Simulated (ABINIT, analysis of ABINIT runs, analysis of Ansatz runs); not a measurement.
# Reproducing a measured charge-transition level: substitutional N in diamond (ABINIT), part 4 of 4

Aim: the charge-transition level of substitutional N in diamond, to be set beside the measurement. Set-up: PBE, JTH 2.0 PBE, 64-site cell, PBE lattice, k: the zone centre alone then 2x2x2 shifted, random start of 0.1 A, dielectric constants 5.7 and 5.7 (handbook). The model is a cell of 64 host atoms with 1 C taken out and 1 N put in. The level is the Fermi energy at which two charge states have equal formation energy, after a correction for the images of the charge. Another start tests whether the structure found is the lowest.

ABINIT 10.8.3; PBE, JTH 2.0 PBE, 64-site cell, PBE lattice, k: the zone centre alone then 2x2x2 shifted, random start of 0.1 A, dielectric constants 5.7 and 5.7 (handbook).

So far. Step 4 (Relaxation, charge 0): Among the atoms that came to bonding distance: C42–C46 1.52 Å (from 1.74); C23–C20 1.54 Å (from 1.71).

## Step 5: Single point, charge 0

This step: ABINIT plane-wave DFT, PBE, JTH 2.0 PBE potentials; single point of a defect supercell.

Input file run.abi:

```
# substitutional N in diamond
acell 3*1.0 Angstrom
rprim
     7.140792529    0.000000000    0.000000000
     0.000000000    7.140792529    0.000000000
     0.000000000    0.000000000    7.140792529
natom 64
ntypat 2
znucl 6 7
typat 1 1 1 1 1 1 1 2 1 1 1 1 1 1 1 1 1 1 1 1 1 1 1 1 1 1 1 1 1 1 1 1 1 1 1 1 1 1 1 1 1 1 1 1 1 1 1 1 1 1 1 1 1 1 1 1 1 1 1 1 1 1 1 1
xred
    -0.002625473   -0.002791978    0.249615084
    -0.002622162    0.249311501   -0.002529422
[... 1 atom line left out ...]
     0.230560555    0.230403711    0.230677800
[... 1 atom line left out ...]
     0.122742944    0.371339795    0.122842764
[... 1 atom line left out ...]
     0.392112244    0.391897871    0.392174848
[... 5 atom lines left out ...]
     0.127715590    0.374117777    0.623743998
     0.374298831    0.127572527    0.623735465
[... 5 atom lines left out ...]
     0.127724457    0.623450326    0.374360409
[... 1 atom line left out ...]
     0.374303204    0.623450657    0.127844739
[... 3 atom lines left out ...]
     0.256495862    0.502672706    0.502922570
[... 9 atom lines left out ...]
     0.623661654    0.127574516    0.374372811
     0.623671445    0.374119319    0.127883090
[... 3 atom lines left out ...]
     0.502895527    0.256344741    0.502969173
[... 6 atom lines left out ...]
     0.502902189    0.502706624    0.256659269
[... 14 atom lines left out ...]
     0.875008768    0.874876315    0.875118957
pseudos "C.xml, N.xml"
ecut 23.0
pawecutdg 46.0
kptopt 2
ngkpt 2 2 2
nshiftk 1
shiftk 0.5 0.5 0.5
nsym 1
chkprim 0
maxnsym 12000
nband 135
nsppol 2
spinat
  0 0 0.00  0 0 0.00  0 0 0.00  0 0 0.25  0 0 0.00  0 0 0.00  0 0 0.00  0 0 0.25  0 0 0.00  0 0 0.00  0 0 0.00  0 0 0.00
  0 0 0.00  0 0 0.00  0 0 0.00  0 0 0.00  0 0 0.00  0 0 0.00  0 0 0.00  0 0 0.00  0 0 0.00  0 0 0.00  0 0 0.00  0 0 0.00
  0 0 0.00  0 0 0.00  0 0 0.00  0 0 0.00  0 0 0.00  0 0 0.00  0 0 0.00  0 0 0.00  0 0 0.00  0 0 0.00  0 0 0.00  0 0 0.00
  0 0 0.00  0 0 0.00  0 0 0.00  0 0 0.00  0 0 0.00  0 0 0.25  0 0 0.00  0 0 0.00  0 0 0.00  0 0 0.00  0 0 0.00  0 0 0.00
  0 0 0.25  0 0 0.00  0 0 0.00  0 0 0.00  0 0 0.00  0 0 0.00  0 0 0.00  0 0 0.00  0 0 0.00  0 0 0.00  0 0 0.00  0 0 0.00
  0 0 0.00  0 0 0.00  0 0 0.00  0 0 0.00
spinmagntarget 1.0
occopt 3
tsmear 0.01 eV
nstep 100
diemac 4.0
tolvrs 1e-9
optforces 1
nbdbuf 2
iomode 3
prtwf 0
prteig 0
prtebands 0
prtden 1
prtvha 1
prtvpsp 1
```

Launch:

```sh
> OMP_NUM_THREADS=1 mpirun -n 4 abinit run.abi > run.log
```

Numbers of over 12 decimals in the logs are rounded to 6 here.

The program printed:

```text
Symmetries : space group P1 (#  1); Bravais aP (primitive triclinic)
================================================================================
 Values of the parameters that define the memory need of the present run
     intxc =       0    ionmov =       0      iscf =      17    lmnmax =       8
     lnmax =       4     mgfft =      60  mpssoang =       2    mqgrid =    4120
     natom =      64  nloc_mem =       2    nspden =       2   nspinor =       1
    nsppol =       2      nsym =       1    n1xccc =       1    ntypat =       2
    occopt =       3   xclevel =       2
-    mband =         135        mffmem =           1         mkmem =           2
       mpw =       12923          nfft =      216000          nkpt =           4
Pmy_natom=        16
 PAW method is used; the additional fine FFT grid is defined by:
   mgfftf=        90    nfftf =    729000
================================================================================
  Rough estimation (10% accuracy) of disk space for files :
_ WF disk file :    212.966 Mbytes ; DEN or POT disk file :     11.126 Mbytes.
================================================================================

--------------------------------------------------------------------------------
------------- Echo of variables that govern the present computation ------------
--------------------------------------------------------------------------------
-
- outvars: echo of selected default values
-   iomode0 =  0 , fftalg0 =312 , wfoptalg0 = 10
-
- outvars: echo of global parameters not present in the input file
-  max_nthreads =    1
-
 -outvars: echo values of preprocessed input variables --------
-          iomode           3
            acell      1.8897261259E+00  1.8897261259E+00  1.8897261259E+00 Bohr
              amu      1.20110000E+01  1.40067400E+01
          chkprim           0
           diemac      4.00000000E+00
             ecut      2.30000000E+01 Hartree
-          fftalg         312
              ixc     -101130
              kpt      2.50000000E-01  2.50000000E-01  2.50000000E-01
                      -2.50000000E-01  2.50000000E-01  2.50000000E-01
                       2.50000000E-01 -2.50000000E-01  2.50000000E-01
                      -2.50000000E-01 -2.50000000E-01  2.50000000E-01
           kptopt           2
         kptrlatt        2    0    0      0    2    0      0    0    2
          kptrlen      2.69882844E+01
          maxnsym    ***
            natom          64
            nband         135
           nbdbuf           2
            ngfft          60      60      60
          ngfftdg          90      90      90
             nkpt           4
           nspden           2
           nsppol           2
            nstep         100
             nsym           1
           ntypat           2
              occ      1.000000  1.000000  1.000000  1.000000  1.000000  1.000000
                       1.000000  1.000000  1.000000  1.000000  1.000000  1.000000
                       1.000000  1.000000  1.000000  1.000000  1.000000  1.000000
                       1.000000  1.000000  1.000000  1.000000  1.000000  1.000000
                       1.000000  1.000000  1.000000  1.000000  1.000000  1.000000
                       1.000000  1.000000  1.000000  1.000000  1.000000  1.000000
                       1.000000  1.000000  1.000000  1.000000  1.000000  1.000000
                       1.000000  1.000000  1.000000  1.000000  1.000000  1.000000
                       1.000000  1.000000  1.000000  1.000000  1.000000  1.000000
                       1.000000  1.000000  1.000000  1.000000  1.000000  1.000000
                       1.000000  1.000000  1.000000  1.000000  1.000000  1.000000
[...]
0.000000  0.000000  0.000000
[...]
0.000000  0.000000  0.000000
[...]
0.000000  0.000000  0.000000
[...]
0.000000  0.000000  0.000000
[...]
0.000000  0.000000  0.000000
[...]
0.000000  0.000000  0.000000
[...]
0.000000  0.000000  0.000000
[...]
occopt           3
        optforces           1
        pawecutdg      4.60000000E+01 Hartree
        prtebands           0
           prteig           0
           prtvha           1
          prtvpsp           1
            prtwf           0
            rprim      7.1407925290E+00  0.0000000000E+00  0.0000000000E+00
[...]
shiftk      5.00000000E-01  5.00000000E-01  5.00000000E-01
          spgroup           1
           spinat      0.0000000000E+00  0.0000000000E+00  0.0000000000E+00
[...]
spinmagntarget      1.00000000E+00
           tolvrs      1.00000000E-09
           tsmear      3.67493222E-04 Hartree
            typat      1  1  1  1  1  1  1  2  1  1  1  1  1  1  1  1  1  1  1  1
                       1  1  1  1  1  1  1  1  1  1  1  1  1  1  1  1  1  1  1  1
                       1  1  1  1  1  1  1  1  1  1  1  1  1  1  1  1  1  1  1  1
                       1  1  1  1
[...]
occupation numbers for kpt#   1
[...]
1.00000    1.00000    1.00000    1.00000    1.00000    1.00000    1.00000    1.00000
   1.00000    1.00000    1.00000    1.00000    1.00000    1.00000    1.00000    1.00000
   1.00000    1.00000    1.00000    1.00000    1.00000    1.00000    1.00000    1.00000
   1.00000    1.00000    1.00000    1.00000    1.00000    1.00000    1.00000    1.00000
   1.00000    1.00000    1.00000    1.00000    1.00000    1.00000    1.00000    1.00000
   0.00000    0.00000    0.00000    0.00000    0.00000    0.00000    0.00000
 prteigrs : prtvol=0 or 1, do not print more k-points.

iteration_state     : {dtset: 1, }
comment             : Components of total free energy in Hartree
kinetic             :  2.24092873984783E+02
hartree             :  3.24330109484014E+01
xc                  : -1.39495926784066E+02
Ewald energy        : -4.11657234729274E+02
psp_core            :  2.91468220161740E+01
local_psp           : -1.55334183919726E+02
PAW spherical_terms :  4.91551762554951E+01
internal            : -3.71659462228212E+02
'-kT*entropy'       :  1.99125150004496E-15
total_energy        : -3.71659462228212E+02
total_energy_eV     : -1.01133691786655E+04

iteration_state     : {dtset: 1, }
comment             : '"Double-counting" decomposition of free energy'
band_energy         :  1.14663212960866E+01
Ewald energy        : -4.11657234729274E+02
psp_core            :  2.91468220161740E+01
xc_dc               : -2.66685920528936E+01
PAW spherical_terms :  2.60532203941240E+01
internal            : -3.71659463075783E+02
'-kT*entropy'       :  1.99125150004496E-15
total_energy_dc     : -3.71659463075783E+02
total_energy_dc_eV  : -1.01133692017290E+04

iteration_state     : {dtset: 1, }
comment             : 'Components of total free energy, including PAW core contributions'
Total energy        : -2.45487623868062E+03
Total energy DC     : -2.45487623952819E+03
Total energy (eV)   : -6.68005855168194E+04
Total energy DC (eV): -6.68005855398830E+04

 Cartesian components of stress tensor (hartree/bohr^3)
  sigma(1 1)= -5.93080986E-05  sigma(3 2)= -1.08903686E-04
  sigma(2 2)= -5.91298783E-05  sigma(3 1)= -1.09043675E-04
  sigma(3 3)= -5.91305685E-05  sigma(2 1)= -1.09066746E-04

-Cartesian components of stress tensor (GPa)         [Pressure=  1.7414E+00 GPa]
- sigma(1 1)= -1.74490450E+00  sigma(3 2)= -3.20405707E+00
- sigma(2 2)= -1.73966108E+00  sigma(3 1)= -3.20817569E+00
- sigma(3 3)= -1.73968139E+00  sigma(2 1)= -3.20885445E+00

== END DATASET(S) ==============================================================
================================================================================

 -outvars: echo values of variables after computation  --------
-          iomode           3
            acell      1.8897261259E+00  1.8897261259E+00  1.8897261259E+00 Bohr
              amu      1.20110000E+01  1.40067400E+01
          chkprim           0
           diemac      4.00000000E+00
             ecut      2.30000000E+01 Hartree
           etotal     -3.7165946308E+02
            fcart     -7.8352247519E-04 -7.7701606356E-04  1.7563518961E-03
[...]
-          fftalg         312
              ixc     -101130
              kpt      2.50000000E-01  2.50000000E-01  2.50000000E-01
[...]
kptopt           2
         kptrlatt        2    0    0      0    2    0      0    0    2
          kptrlen      2.69882844E+01
          maxnsym    ***
            natom          64
            nband         135
           nbdbuf           2
            ngfft          60      60      60
          ngfftdg          90      90      90
             nkpt           4
           nspden           2
           nsppol           2
            nstep         100
             nsym           1
           ntypat           2
              occ      1.000000  1.000000  1.000000  1.000000  1.000000  1.000000
[...]
1.000000  1.000000  1.000000  1.000000  1.000000  1.000000
                       1.000000  1.000000  1.000000  1.000000  1.000000  1.000000
                       1.000000  1.000000  1.000000  1.000000  1.000000  1.000000
                       1.000000  1.000000  1.000000  1.000000  1.000000  1.000000
                       1.000000  1.000000  0.000000  0.000000  0.000000  0.000000
[...]
occopt           3
        optforces           1
        pawecutdg      4.60000000E+01 Hartree
        prtebands           0
           prteig           0
           prtvha           1
          prtvpsp           1
            prtwf           0
            rprim      7.1407925290E+00  0.0000000000E+00  0.0000000000E+00
[...]
shiftk      5.00000000E-01  5.00000000E-01  5.00000000E-01
          spgroup           1
           spinat      0.0000000000E+00  0.0000000000E+00  0.0000000000E+00
[...]
spinmagntarget      1.00000000E+00
           strten     -5.9308098590E-05 -5.9129878344E-05 -5.9130568474E-05
[...]
tolvrs      1.00000000E-09
           tsmear      3.67493222E-04 Hartree
            typat      1  1  1  1  1  1  1  2  1  1  1  1  1  1  1  1  1  1  1  1
                       1  1  1  1  1  1  1  1  1  1  1  1  1  1  1  1  1  1  1  1
                       1  1  1  1  1  1  1  1  1  1  1  1  1  1  1  1  1  1  1  1
                       1  1  1  1
           useylm           1
              wtk        0.25000    0.25000    0.25000    0.25000
           xangst     -1.8747957983E-02 -1.9936935644E-02  1.7824495270E+00
[...]
xcart     -3.5428506009E-02 -3.7675348156E-02  3.3683414392E+00
[...]
xred     -2.6254730000E-03 -2.7919780000E-03  2.4961508400E-01
[...]
7.5051635600E-01  7.5041232600E-01  7.5063062600E-01
                       6.2548136600E-01  6.2533666300E-01  8.7673402300E-01
                       6.2545938900E-01  8.7651753900E-01  6.2559312500E-01
                       8.7664369500E-01  6.2534612000E-01  6.2560603700E-01
                       8.7500876800E-01  8.7487631500E-01  8.7511895700E-01
            znucl        6.00000    7.00000

================================================================================
[key lines of the parts left out:]
pressure_GPa:   1.7414E+00
Magnetization (Bohr magneton)=  1.00000000E+00
```

The job ended after 18 min (4 MPI ranks of Intel Xeon Platinum 8375C at 2.90GHz (Ice Lake), shared host; peak memory 2.1 GiB; 74 min of CPU time).

Numbers from this step:

| Quantity | Value |
| --- | --- |
| total moment | 1 μB |

The largest force, 0.43 eV/Å, shows that the atoms would still move at this level, mesh and basis.

## Step 6: Charge-transition levels

Analysis of the runs above: levels from ABINIT plane-wave DFT, PBE, JTH 2.0 PBE potentials energies with an image-charge correction aligned at atomic sites (own code after Kumagai and Oba).

It gives:

```
gap : 4.120 eV
```

## Step 7: Results

```json
{
 "static dielectric constant used": "5.7",
 "band gap of the host": "4.12 eV",
 "(plus 1/0) level below the conduction-band bottom": "1.28 eV"
}
```

What this shows: (+1/0) level below the conduction-band bottom: computed 1.28 eV, measured 1.7 eV; 0.42 eV shallower than the measurement. The level is counted in a gap of 4.12 eV, and the correction is screened by a dielectric constant of 5.7 from a handbook. Levels hang on the band edges, which semilocal functionals place too close together. Limits: the periodic copies of the defect are only 7.1 Å apart.

[Logs are printed without paths, hosts, clocks, repeated set-up lines and the standing remarks that a program may print on its own settings, such as how far it seeks lower states.]

[Hosts, paths, dates, database ids (printed as entryN), source tags and the programs' standing remarks are cut or masked in the printed files.]

[For some hosts the program warned that the k-mesh of the response run may be too coarse for force constants and the static dielectric constant; such warnings are not shown here.]
